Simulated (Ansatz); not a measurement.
# CsZnH3 (model cell, started as cubic perovskite with Zn in the octahedra): a soft mode frozen in, part 3 of 3

Which phase does CsZnH3 (model cell, started as cubic perovskite with Zn in the octahedra) fall into along its unstable mode, and how much energy does it gain?

Ansatz 0.2.0; DFT r2SCAN, scalar-relativistic, plane waves, PAW; PAW set soft_1.

So far. Step 5 (Energy along the mode, all amplitudes (two of the runs …): The lowest of the steps tried is at 0.45 Å, 63.1 meV/atom below the parent; the bottom of the well need not coincide with a step. Step 7 (The new phase in its own primitive cell): The largest force component left is 0.24 meV/Å and the pressure is 0.003 GPa, within the tolerances set. The cell now holds 15.78 Å³/atom. The relaxed cell has a = 6.176, c = 4.137 Å (conventional setting).

The structure was built from a prototype and need not be the compound's stable phase.

## Step 8: Modes of the new phase, k-mesh 4×4×6, occupations fixed

A relaxed structure may still be a saddle point, so its zone-centre modes are computed. The response to a homogeneous field gives the Born charges and the dielectric tensor.

File input.yaml:

```yaml
crystal:
  lattice:
    - [6.1764896935, 0.0, 0.0]
    - [0.0, 6.1764896935, 0.0]
    - [0.0, 0.0, 4.137498164]
  atoms:
    - { symbol: Cs, position: [0.5, 0.5, 0.0] }
    - { symbol: Cs, position: [0.0, 0.0, 0.0] }
    - { symbol: Zn, position: [0.0, 0.5, 0.5] }
    - { symbol: Zn, position: [0.5, 0.0, 0.5] }
    - { symbol: H, position: [0.1853965177, 0.3146034823, 0.5] }
    - { symbol: H, position: [0.8146034823, 0.6853965177, 0.5] }
    - { symbol: H, position: [0.3146034823, 0.8146034823, 0.5] }
    - { symbol: H, position: [0.6853965177, 0.1853965177, 0.5] }
    - { symbol: H, position: [0.0, 0.5, 0.0] }
    - { symbol: H, position: [0.5, 0.0, 0.0] }
kpoints:
  mp_grid: { grid: [4, 4, 6] }
hamiltonian:
  xc: r2scan
  pseudopotentials: { kind: paw, azcp: { folder: soft_1 } }
scf:
  occupations: { method: fixed }
output:
  eigenvalues: true
phonons:
  method: dfpt
  dielectric: true
  rigid_motions: translations
```

Started as:

```console
$ ansatz run input.yaml --threads 4 --pin off --max-ram 16384MiB --backend cpu --events-out ev --progress --plain --runs-dir out
```

Numbers of over 12 decimals in the logs are rounded to 6 here.

What it wrote:

```text
[...]
Crystal: 10 atoms, lattice volume = 157.842 Å³
Basis set: ecut = 500 eV, 4031 PW (Γ), exchange–correlation on 288×288×192 points (216 copies of the dense FFT grid, shifted against one another)
Bands: 34, of which v1, the nominal top of the filled ones, is band 24 counted from 1 (23 counted from 0)
Symmetry: 16 space group operations
k-points: 52 of 96 (irreducible under 1 space group operation, time reversal used)
[...]
SCF iter   1: F=—  HF=-18123.252888 eV  |F-HF|=—  |Δ(HF+E_count)|=         —  Δρ=9.94e-2  dr2=1.31e1  dr2_τ=4.44e-2  ethr=3.10e-3  ⟨swp⟩=5.0  Hψ=7648  notcnv=0  defer=390
[...]
SCF iter  11: F=-18119.963802 eV  HF=-18119.963802 eV  |F-HF|=1.82e-11  |Δ(HF+E_count)|=  7.28e-11  Δρ=1.19e-7  dr2=2.29e-11  dr2_τ=6.31e-13  ethr=1.00e-12  ⟨swp⟩=16.3  Hψ=13600  notcnv=0
SCF 1 converged in 11 iterations: F = -18119.963802 eV  dr2 = 2.29e-11
[...]
DFPT response loops at Γ: preconditioner auto → Resta (q_TF=auto, 2.237 Å⁻¹)  ε∞=6.5 (no band partly filled); β = 1.00, the filter's whole step (`scf.mixing.beta` (0.50) is not read by the response loops at its default; to damp them type it under 1.00, their step now; it binds the ground state too); Broyden in place of MSR1
── the response to a field inside a basis, on 4×4×6 k-points: an SCF that follows is theirs, and a resumed run solves both again ──
Bands: 25, of which v1, the nominal top of the filled ones, is band 24 counted from 1 (23 counted from 0)
k-points: 9 of 96
[...]
Eigensolver: Dense (9 Hₖ)
SCF iter   1: F=—  HF=-18119.885282 eV  |F-HF|=—  |Δ(HF+E_count)|=         —  Δρ=3.98e-4  dr2=7.27e-5  dr2_τ=1.59e-5  ethr=1.00e-1
[...]
SCF iter   5: F=-18119.885368 eV  HF=-18119.885368 eV  |F-HF|=1.12e-8  |Δ(HF+E_count)|=   4.16e-7  Δρ=4.60e-6  dr2=1.50e-8  dr2_τ=1.37e-9  ethr=8.98e-10
SCF 1 converged in 5 iterations: F = -18119.885368 eV  dr2 = 1.50e-8
[...]
WARN: field response: ε∞ stands inside a basis, on 4×4×6 points; the force constants stand on the 4×4×6 k-mesh, whose period is 11.52 times the interband length at k = (-0.5000, -0.5000, 0.0000), direct gap 2.286 eV, under 14: take them and everything formed from them as unconverged, and compare with a denser kpoints.mp_grid
SCF converged after 11 iterations
Free energy (F): -18119.963802 eV
[...]
Internal energy: -18119.963802 eV  (E = F + TS)
E sigma→0 (E₀):  -18119.963802 eV
Fermi energy:    5.316354 eV
[...]
--- Band table (eV; the first three rows and the last of 52) ---
  k-point 0: bands = [... 20 lower, 2.2227, 2.2227, 4.8151, 4.9081, 8.5858, 8.6328, 8.9738, 8.9738, ... 6 higher]
  k-point 1: bands = [... 20 lower, 1.9965, 1.9965, 4.2406, 4.5567, 7.4066, 8.6535, 8.6535, 9.3784, ... 6 higher]
  k-point 2: bands = [... 20 lower, 1.5439, 1.5439, 2.8324, 3.2435, 7.0644, 8.1092, 8.1092, 10.0514, ... 6 higher]
  k-point 51: bands = [... 20 lower, 2.1837, 2.1837, 2.7001, 2.7001, 8.7180, 8.7180, 9.1645, 9.1645, ... 6 higher]
[...]
k mesh reduced under 1 symmetry operation, with k and −k counted as one. Each operation leaves every solved perturbation unchanged. A smaller set is not considered because the functional reads the kinetic-energy density
  ASR residual: 8.845e-4 → 0.000e0 eV/Å²; symmetrization residual: 2.000e-6 eV/Å²
  ASR residual per site (eV/Å²): 8.84e-4 8.84e-4 1.24e-4 1.24e-4 2.20e-5 2.20e-5 2.20e-5 2.20e-5 3.12e-5 3.12e-5
  Γ frequencies (cm⁻¹): -519.67 -503.26 -55.44 -55.44 0.00 0.00 0.00 71.89 99.49 99.49 118.43 118.43 145.97 146.41 440.47 440.47 548.21 691.07 705.59 705.59 757.77 757.77 817.29 817.29 951.84 959.90 1400.71 1477.31 1477.31 1508.71
  ε∞ (high-frequency dielectric tensor):
        4.430381     0.000000     0.000000
        0.000000     4.430381     0.000000
        0.000000     0.000000     5.660048
  softest optical mode at Γ: -519.67 cm⁻¹; the repairs (sum rule, projections) moved no ω² at Γ by more than (4.96 cm⁻¹)²
  Born effective charges Z* (e; rows j = field, columns β = displacement):
    site 0:
         1.20369    0.05176    0.00000
        -0.05176    1.20369    0.00000
         0.00000    0.00000    0.84399
    site 1:
         1.20369   -0.05176    0.00000
         0.05176    1.20369    0.00000
         0.00000    0.00000    0.84399
    site 2:
         1.59851   -0.03366    0.00000
        -0.03366    1.59851    0.00000
         0.00000    0.00000    3.06426
    site 3:
         1.59851    0.03366    0.00000
         0.03366    1.59851    0.00000
         0.00000    0.00000    3.06426
    site 4:
        -0.95104    0.23111    0.00000
         0.23111   -0.95104    0.00000
         0.00000    0.00000   -1.00825
    site 5:
        -0.95104    0.23111    0.00000
         0.23111   -0.95104    0.00000
         0.00000    0.00000   -1.00825
    site 6:
        -0.95104   -0.23111    0.00000
        -0.23111   -0.95104    0.00000
         0.00000    0.00000   -1.00825
    site 7:
        -0.95104   -0.23111    0.00000
        -0.23111   -0.95104    0.00000
         0.00000    0.00000   -1.00825
    site 8:
        -0.90012    0.03713    0.00000
         0.03713   -0.90012    0.00000
         0.00000    0.00000   -1.89176
    site 9:
        -0.90012   -0.03713    0.00000
        -0.03713   -0.90012    0.00000
         0.00000    0.00000   -1.89176
  Z* charge neutrality: 6.365e-3 e pre-enforcement
  solved inside a basis spanned on kpoints, on 4×4×6 k-points, its susceptibility summed on 8×8×12: ε∞ is read to err by 1.9e-2, Z* by 1.8e-2 e (field_mesh: kpoints solves on kpoints); Z* is corrected for what the basis lacks
  optical modes at Γ without the LO–TO term, one row a degenerate level:
      ω (cm⁻¹)  modes    IR ((D/Å)²/amu)
       -519.67      1           253.8816
       -503.26      1             0.0000
        -55.44      2             1.1323
         71.89      1             0.0000
         99.49      2             0.1818
        118.43      2             2.0283
        145.97      1             0.0000
[...]
optical modes at Γ + LO–TO along q̂ = [1.0000, 0.0000, 0.0000]:
      ω (cm⁻¹)  modes    IR ((D/Å)²/amu)
[...]
optical modes at Γ + LO–TO along q̂ = [0.0000, 1.0000, 0.0000]:
      ω (cm⁻¹)  modes    IR ((D/Å)²/amu)
[...]
optical modes at Γ + LO–TO along q̂ = [0.0000, 0.0000, 1.0000]:
      ω (cm⁻¹)  modes    IR ((D/Å)²/amu)
[...]
440.47      2             1.1164
        548.21      1             0.0000
        615.50      1           257.9220
        691.07      1             0.0000
        705.59      2           138.5018
        757.77      2             0.0000
        817.29      2            19.2586
        951.84      1             0.0000
        959.91      1             0.0154
       1400.71      1             0.0000
       1477.31      2            92.0895
       1508.71      1             0.0000
```

Run time: 7.1 min. Hardware: 4 threads of Arm Neoverse V1, shared host; peak memory 4.9 GiB.

This step gave:

- sum-rule residual before enforcement: 8.84e-4 eV/Å²
- miss of the charge sum rule: 0.006365 e
- estimated error of the dielectric tensor: 0.01944
- estimated error of the Born charges: 0.01787 e
- point group: 4/mmm
- highest optical mode at the zone centre (no LO-TO term): 1509 cm⁻¹
- lowest optical zone-centre mode: -519.7 cm⁻¹
- mean high-frequency dielectric constant: 4.840
- largest Born charge (third of the trace): 2.087 e
- top of the zone-centre spectrum with the field: 1531 cm⁻¹

Patterns of degenerate modes are one choice out of their space. The modes at Γ (shares of kinetic energy by element, %) (negative means imaginary):

```
mode  frequency (cm⁻¹)  symmetry  Cs %  Zn %  H %
   1            -519.7       A2u     1    10   90
   2            -503.3       B1u     0    13   87
   3             -55.4        Eu    32    65    2
   4             -55.4        Eu    32    65    2
   5               0.0  acoustic    66    32    1
   6               0.0  acoustic    66    32    2
   7               0.0  acoustic    66    32    2
   8              71.9       A1u   100     0    0
   9              99.5        Eu    66    33    1
  10              99.5        Eu    66    33    1
  11             118.4        Eu    35    63    2
  12             118.4        Eu    35    63    2
  13             146.0       B1u     0    87   13
  14             146.4       A2u    33    58    9
  15             440.5        Eu     0     1   99
  16             440.5        Eu     0     1   99
  17             548.2       B1g     0     0  100
  18             691.1       A2g     0     0  100
  19             705.6        Eu     0     2   98
  20             705.6        Eu     0     2   98
  21             757.8        Eg     0     0  100
  22             757.8        Eg     0     0  100
  23             817.3        Eu     0     2   98
  24             817.3        Eu     0     2   98
  25             951.8       B1u     0     0  100
  26             959.9       A2u     0     0  100
  27            1400.7       A1g     0     0  100
  28            1477.3        Eu     0     2   98
  29            1477.3        Eu     0     2   98
  30            1508.7       B2g     0     0  100
```

Displacements in mode 1 (-519.7 cm⁻¹), the largest set to 1:
```
Cs1  0.00  0.00  0.01
Cs2  0.00  0.00  0.01
Zn3  0.00  0.00 -0.05
Zn4  0.00  0.00 -0.05
H5   0.00  0.00  0.53
H6   0.00  0.00  0.53
H7   0.00  0.00  0.53
H8   0.00  0.00  0.53
H9   0.00  0.00  1.00
H10  0.00  0.00  1.00
```

Displacements in mode 14 (146.4 cm⁻¹), the largest set to 1:
```
Cs1  0.00  0.00 -0.23
Cs2  0.00  0.00 -0.23
Zn3  0.00  0.00  0.43
Zn4  0.00  0.00  0.43
H5   0.00  0.00  0.68
H6   0.00  0.00  0.68
H7   0.00  0.00  0.68
H8   0.00  0.00  0.68
H9   0.00  0.00  1.00
H10  0.00  0.00  1.00
```

Optical modes at the zone centre, without and with the macroscopic field of the longitudinal modes; each column is sorted by frequency, so a row need not hold one and the same mode. Modes with and without the field, by row:

```
rank among optical modes  no field (cm⁻¹)  q along (1, 0, 0) (cm⁻¹)  q along (0, 0, 1) (cm⁻¹)
                       1           -519.7                    -519.7                    -503.3
                       2           -503.3                    -503.3                     -55.4
                       3            -55.4                     -55.4                     -55.4
                       4            -55.4                     -45.7                        47
                       5             71.9                      71.9                      71.9
                       6             99.5                      99.5                      99.5
                       7             99.5                     100.1                      99.5
                       8            118.4                     118.4                     118.4
                       9            118.4                     127.3                     118.4
                      10              146                       146                       146
                      11            146.4                     146.4                     440.5
                      12            440.5                     440.5                     440.5
                      13            440.5                     441.5                     548.2
                      14            548.2                     548.2                     615.5
                      15            691.1                     691.1                     691.1
                      16            705.6                     705.6                     705.6
                      17            705.6                     757.8                     705.6
                      18            757.8                     757.8                     757.8
                      19            757.8                     788.3                     757.8
                      20            817.3                     817.3                     817.3
                      21            817.3                       875                     817.3
                      22            951.8                     951.8                     951.8
                      23            959.9                     959.9                     959.9
                      24             1401                      1401                      1401
                      25             1477                      1477                      1477
                      26             1477                      1509                      1477
                      27             1509                      1531                      1509
```

Born charge (rows field, columns displacement) (e), principal values of the symmetric part by kind of site:

```
atom  atoms with these values    low  middle   high   mean
 Cs1                        2   0.84    1.20   1.20   1.08
 Zn3                        2   1.56    1.63   3.06   2.09
  H5                        4  -1.18   -1.01  -0.72  -0.97
  H9                        2  -1.89   -0.94  -0.86  -1.23
```

In full for H5:

```
-0.95  0.23  0.00
 0.23 -0.95  0.00
 0.00  0.00 -1.01
```

High-frequency dielectric tensor:

```
4.43 0.00 0.00
0.00 4.43 0.00
0.00 0.00 5.66
```

Transverse modes; imaginary modes are left out. Infrared lines, with heights relative to the strongest:

```
position (cm⁻¹)  lines merged  relative intensity
             72             1                 0.0
            100             1                 0.1
            118             1                 1.5
            146             2                 7.1
            440             1                 0.8
            548             1                 0.0
            691             1                 0.0
            706             1                 100
            758             1                 0.0
            817             1                  14
            952             1                 0.0
            960             1                 0.0
           1401             1                 0.0
           1477             1                  66
           1509             1                 0.0
```

Before it was imposed, the acoustic sum rule was missed by 8.8e-4 eV/Å² and the charge sum rule by 0.0064 e. Small misses are needed for a sound result but don't prove that mesh and cutoff are converged. The lowest optical mode is imaginary, 519.7i cm⁻¹, so the energy falls along it.

The log warns of the k mesh: “the force constants stand on the 4×4×6 k-mesh, whose period is 11.52 times the interband length at k = (-0.5000, -0.5000, 0.0000), direct gap 2.286 eV, under 14: take them and everything formed from them as unconverged”.

## Step 9: What came out

```
unstable mode of the parent                                                      : q = (0, -0.5, -0.5), 1196i cm⁻¹
depth at the lowest point sampled                                                : 63.1 meV/atom
largest atomic shift at that point                                               : 0.45 Å
space group reached (within 0.01 Å)                                              : P4/mbm
energy gained over the parent (first relaxation, on the mesh of the frozen mode) : 89.0 meV/atom
volume per atom, phase reached                                                   : 15.8 Å³
gap on the k-mesh, phase reached                                                 : 1.40 eV
lowest optical zone-centre mode, phase reached                                   : -520 cm⁻¹
highest optical mode at the zone centre (no LO-TO term), phase reached           : 1509 cm⁻¹
```

In words: Along this mode the structure falls into P4/mbm, 89.0 meV/atom below the parent. At the parent's cell the well is 63.06 meV/atom deep on the steps tried, with its lowest point at a shift of 0.45 Å. Relaxing atoms and cell changes the gain by +25.92 meV/atom against the lowest step (energies at zero smearing). The new phase still has an imaginary mode at the zone centre of its cell, so it is a saddle point on the way to a lower structure. Of the 4 patterns followed to their end from this parent, this one reaches the lowest energy. Another end point lies within 1 meV/atom; how such a difference moves with mesh and cutoff was not tested. Each path keeps the symmetry of its pattern, so a lower phase may lie along a pattern not tried. With the field response the log warns that the k mesh is coarse for the force constants too, so the frequencies may not be converged. The q mesh stands for a supercell only 8.2 Å across, so branches between the solved wavevectors are rough. With no gap, or one that is small against the smearing, the frequencies hang on the k mesh and the smearing, most of all near Kohn anomalies. Spin-orbit coupling is left out, which can matter for the heavy elements here. A phonon run warned that its eigensolver left some bands unconverged in a pass. The starting cell was built on a prototype and not taken from a measurement, so the phase need not exist.

[Logs are printed without paths, hosts, clocks, repeated set-up lines and the standing remarks that a program may print on its own settings, such as how far it seeks lower states.]

[Hosts, paths, dates, database ids (printed as entryN), source tags and the programs' standing remarks are cut or masked in the printed files.]
